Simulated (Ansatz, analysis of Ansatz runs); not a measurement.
# Hyperfine coupling of Mn2+ on a Ca site in CaO (HSE06 on PBE structures), part 2 of 2

How near does this set-up come to the measured hyperfine coupling? Subject: Mn2+ on a Ca site in CaO. Set-up: HSE06 on PBE structures, 32-site cell, PBE lattice, 420 eV, k: 2x2x2 shifted 0.5 0.5 0.5 then the zone centre alone. The model is a cell of 32 host atoms with 1 Ca taken out and 1 Mn put in. The isotropic coupling follows from the spin density at the nucleus, the nuclear g-factor and the total spin. Exact exchange opens the gap, stiffens bonds and lessens the self-interaction error, at many times the cost.

Ansatz 0.2.0; HSE06 on PBE structures, 32-site cell, PBE lattice, 420 eV, k: 2x2x2 shifted 0.5 0.5 0.5 then the zone centre alone.

So far: The starting structure; Relaxation, charge 0.

## (2) Relaxation, charge 0 (continued)

Level of this step: plane-wave PAW DFT, PBE; relaxation of all atoms of a defect supercell (Ansatz).

The steps of the relaxation:

| step | energy less that of the first step (eV) | largest force component (eV/Å) |
| --- | --- | --- |
| 1 | 0.0000 | 0.3056 |
| 2 | -0.0710 | 0.0902 |
| 3 | -0.0741 | 0.0669 |
| 4 | -0.0759 | 0.0012 |

The run keeps the 48 symmetry operations that it works with, so distortions that break them were not tested.

The atoms that moved most (Å):

| atom | dx | dy | dz | length |
| --- | --- | --- | --- | --- |
| O28 | 0.000 | 0.000 | -0.049 | 0.049 |
| O18 | 0.000 | 0.000 | 0.049 | 0.049 |
| O22 | 0.049 | 0.000 | 0.000 | 0.049 |
| O27 | 0.000 | -0.049 | 0.000 | 0.049 |
| O19 | 0.000 | 0.049 | 0.000 | 0.049 |
| O24 | -0.049 | 0.000 | 0.000 | 0.049 |
| Ca2 | 0.017 | 0.017 | 0.000 | 0.024 |
| Ca14 | 0.000 | 0.017 | 0.017 | 0.024 |

Final coordinates:

```xyz
32
Lattice="-4.8308 4.8308 4.8308 4.8308 -4.8308 4.8308 4.8308 4.8308 -4.8308" Properties=species:S:1:pos:R:3 pbc="T T T"
Ca    0.0170    0.0000    0.0170
Ca    4.8477    2.4323   -2.4154
Ca    4.8138    0.0000    0.0170
Ca    4.8138   -2.3984    2.4154
Ca    2.4154    4.8308   -2.4154
Ca    2.4154    2.3984    0.0170
Mn    2.4154    0.0000    2.4154
Ca    2.4154   -2.3984    4.8138
Ca   -0.0170    4.8308   -0.0170
Ca    0.0170    2.3984    2.4154
Ca    0.0170    0.0000    4.8138
Ca    4.8138    2.3984    2.4154
Ca   -2.4154    4.8308    2.4154
Ca   -2.4154    2.4323    4.8477
Ca    2.4154    4.8308    2.4154
Ca    2.4154    2.3984    4.8138
O     2.4154    2.4154   -2.4154
O     2.4154    0.0000    0.0488
O     2.4154   -2.3666    2.4154
O     7.2462    0.0000    0.0000
O     0.0000    2.4154    0.0000
O     0.0488    0.0000    2.4154
O     4.8308    2.4154    0.0000
O     4.7820    0.0000    2.4154
O    -2.4154    2.4154    2.4154
O     2.4154    4.8308    0.0000
O     2.4154    2.3666    2.4154
O     2.4154    0.0000    4.7820
O     0.0000    7.2462    0.0000
O     0.0000    4.8308    2.4154
O     0.0000    2.4154    4.8308
O     0.0000    0.0000    7.2462
```

Neighbours of Mn7 at the end:

| atom | distance (Å) |
| --- | --- |
| O28 | 2.367 |
| O27 | 2.367 |
| O18 | 2.367 |
| O22 | 2.367 |
| O19 | 2.367 |
| O24 | 2.367 |
| Ca10 | 3.392 |
| Ca11 | 3.392 |
| Ca14 | 3.392 |
| Ca8 | 3.392 |
| Ca2 | 3.392 |
| Ca16 | 3.392 |
| Ca1 | 3.392 |
| Ca4 | 3.392 |
| Ca9 | 3.392 |
| Ca6 | 3.392 |

This step gave:

| Property | Result |
| --- | --- |
| free energy | -40281.8754 eV |
| total moment | 5 μB |
| integral of the absolute spin density | 5.057 μB |
| spin contamination | 0.007405 |

The relaxation ends 2.4 meV an atom lower, with a largest force component of 0.0012 eV/Å.

## (3) Contact spin densities

The relaxed structure is kept, and the final numbers are taken at the final level and k-points.

This step: plane-wave PAW DFT, HSE06; single point of a defect supercell on the structure relaxed with PBE.

point/input.yaml

```yaml
crystal:
  lattice:
    - [-4.83077861, 4.83077861, 4.83077861]
    - [4.83077861, -4.83077861, 4.83077861]
    - [4.83077861, 4.83077861, -4.83077861]
  atoms:
    - { symbol: Ca, position: [0.001755091, 0.003510182, 0.001755091] }
    - { symbol: Ca, position: [0.001755091, 0.251755091, 0.753510182] }
[... 1 atom line left out ...]
    - { symbol: Ca, position: [0.001755091, 0.748244909, 0.25] }
[... 2 atom lines left out ...]
    - { symbol: Mn, position: [0.25, 0.5, 0.25], spin: 5.0 }
    - { symbol: Ca, position: [0.25, 0.748244909, 0.001755091] }
[... 1 atom line left out ...]
    - { symbol: Ca, position: [0.498244909, 0.251755091, 0.25] }
[... 3 atom lines left out ...]
    - { symbol: Ca, position: [0.753510182, 0.251755091, 0.001755091] }
[... 3 atom lines left out ...]
    - { symbol: O, position: [0.005047135, 0.255047135, 0.25] }
    - { symbol: O, position: [0.005047135, 0.5, 0.005047135] }
[... 2 atom lines left out ...]
    - { symbol: O, position: [0.25, 0.255047135, 0.005047135] }
[... 1 atom line left out ...]
    - { symbol: O, position: [0.25, 0.744952865, 0.494952865] }
[... 2 atom lines left out ...]
    - { symbol: O, position: [0.494952865, 0.5, 0.494952865] }
    - { symbol: O, position: [0.494952865, 0.744952865, 0.25] }
[... 3 atom lines left out ...]
    - { symbol: O, position: [0.75, 0.75, 0.0] }
basis:
  ecutwfc: 420
  xc_grid: 2
hamiltonian:
  xc: hse06
kpoints:
  mp_grid: { grid: [1, 1, 1] }
magnetization:
  spin_polarized: true
  initial_magnetization: 5
  spin_locking: { lock_magnetization: hard }
scf:
  occupations: { method: fermi_dirac, width: 0.01 }
  max_iter: 120
output:
  forces: true
  efg: {}
  eigenvalues: true
checkpoint:
  read: "../relax.run"
```

Run with:

```sh
$ ansatz run input.yaml --threads 2 --pin off --max-ram 3768MiB --backend cpu --events-out ev --progress --plain --runs-dir out
```

Numbers of over 12 decimals in the logs are rounded to 6 here.

Output:

```text
[...]
Warning: checkpoint.read: hamiltonian.xc differs: saved pbe, current hse06; the SCF iterates under this deck's functional from the saved state
exact exchange: scf.exx.singularity resolves to wigner_seitz, which cuts the screened interaction at the faces of the exchange supercell's Wigner-Seitz cell, so that each pair interacts once, at the shortest of its separations (the periodic images that this [...]
[...]
Crystal: 32 atoms, lattice volume = 450.932 Å³
Basis set: ecut = 420 eV, 8781 PW (Γ), exchange–correlation on 120×120×120 points (8 copies of the dense FFT grid, shifted against one another)
Bands: 165, of which v1, the nominal top of the filled ones, is band 131 counted from 1 (130 counted from 0)
Symmetry: 48 space group operations
[...]
k-points: 1
[...]
Starting moments: Σ|m| = 5 μB on 1 of 32 sites; this step starts from the density that it was given
[...]
atom  14  Ca V_zz =    +0.331630   η = 0.8271   by run symmetry: allowed
[...]
atom  18  O  V_zz =    +2.966818   η = 0.0000   by run symmetry: allowed
[...]
atom  19  O  V_zz =    +2.966818   η = 0.0000   by run symmetry: allowed
[...]
atom  22  O  V_zz =    +2.966818   η = 0.0000   by run symmetry: allowed
[...]
atom  24  O  V_zz =    +2.966818   η = 0.0000   by run symmetry: allowed
[...]
atom  27  O  V_zz =    +2.966818   η = 0.0000   by run symmetry: allowed
[...]
atom  28  O  V_zz =    +2.966818   η = 0.0000   by run symmetry: allowed
[...]
--- Band table (eV) ---
[...]
[key lines of the parts left out:]
Magnetization: 5.0000 μB (133.0000 up, 128.0000 down)
Free energy (F): -40289.789211 eV
Fermi energy:    9.333499 (↑ 9.467491, ↓ 9.080420) eV
```

Run time: 60 s. Hardware: 2 threads of Intel Xeon Platinum 8559C (Emerald Rapids), shared host; peak memory 1.3 GiB; 1.9 min of CPU time.

Read from the output:

```
free energy                           : -40289.7892 eV
total moment                          : 5 μB
integral of the absolute spin density : 5.075 μB
spin contamination                    : 0.006145
```

The largest moments in the atoms' spheres: Mn7 4.41, O22 0.03, O27 0.03, O28 0.03, O19 0.03, O24 0.03 μB.

Contact couplings A = (2/3) μ0 ge μB gN μN ρs / (2S h), for each element's most abundant magnetic isotope:

| atom | isotope | distance from the centre (Å) | contact spin density (e/Å³) | A (MHz) |
| --- | --- | --- | --- | --- |
| Mn7 | 55Mn | 0.00 | -5.89 | -192.9 |
| O18 | 17O | 2.37 | 0.300 | -5.4 |
| O19 | 17O | 2.37 | 0.300 | -5.4 |
| O22 | 17O | 2.37 | 0.300 | -5.4 |
| O24 | 17O | 2.37 | 0.300 | -5.4 |
| O27 | 17O | 2.37 | 0.300 | -5.4 |
| O28 | 17O | 2.37 | 0.300 | -5.4 |
| Ca5 | 43Ca | 4.83 | 0.116 | -1.0 |
| Ca13 | 43Ca | 4.83 | 0.116 | -1.0 |
| Ca15 | 43Ca | 4.83 | 0.116 | -1.0 |

## (4) Summary of results

| Item | Value |
| --- | --- |
| 55Mn, isotropic | -192.9 MHz |
| integral of the absolute spin density | 5.08 μB |
| time of the whole chain | 91 s on 2 threads |

What this shows: 55Mn, isotropic: computed -192.9 MHz, measured -242.2 MHz; 49.3 MHz (20 %) smaller in size than the measurement. Only the isotropic (Fermi contact) part is computed, with core polarisation; no vibrational averaging. Limits: the zone centre alone is a coarse sampling for this cell; the structure comes from another functional than the final numbers; the periodic copies of the defect are only 8.4 Å apart.

[Logs are printed without paths, hosts, clocks, repeated set-up lines and the standing remarks that a program may print on its own settings, such as how far it seeks lower states.]

[Hosts, paths, dates, database ids (printed as entryN), source tags and the programs' standing remarks are cut or masked in the printed files.]

[For some hosts the program warned that the k-mesh of the response run may be too coarse for force constants and the static dielectric constant; such warnings are not shown here.]
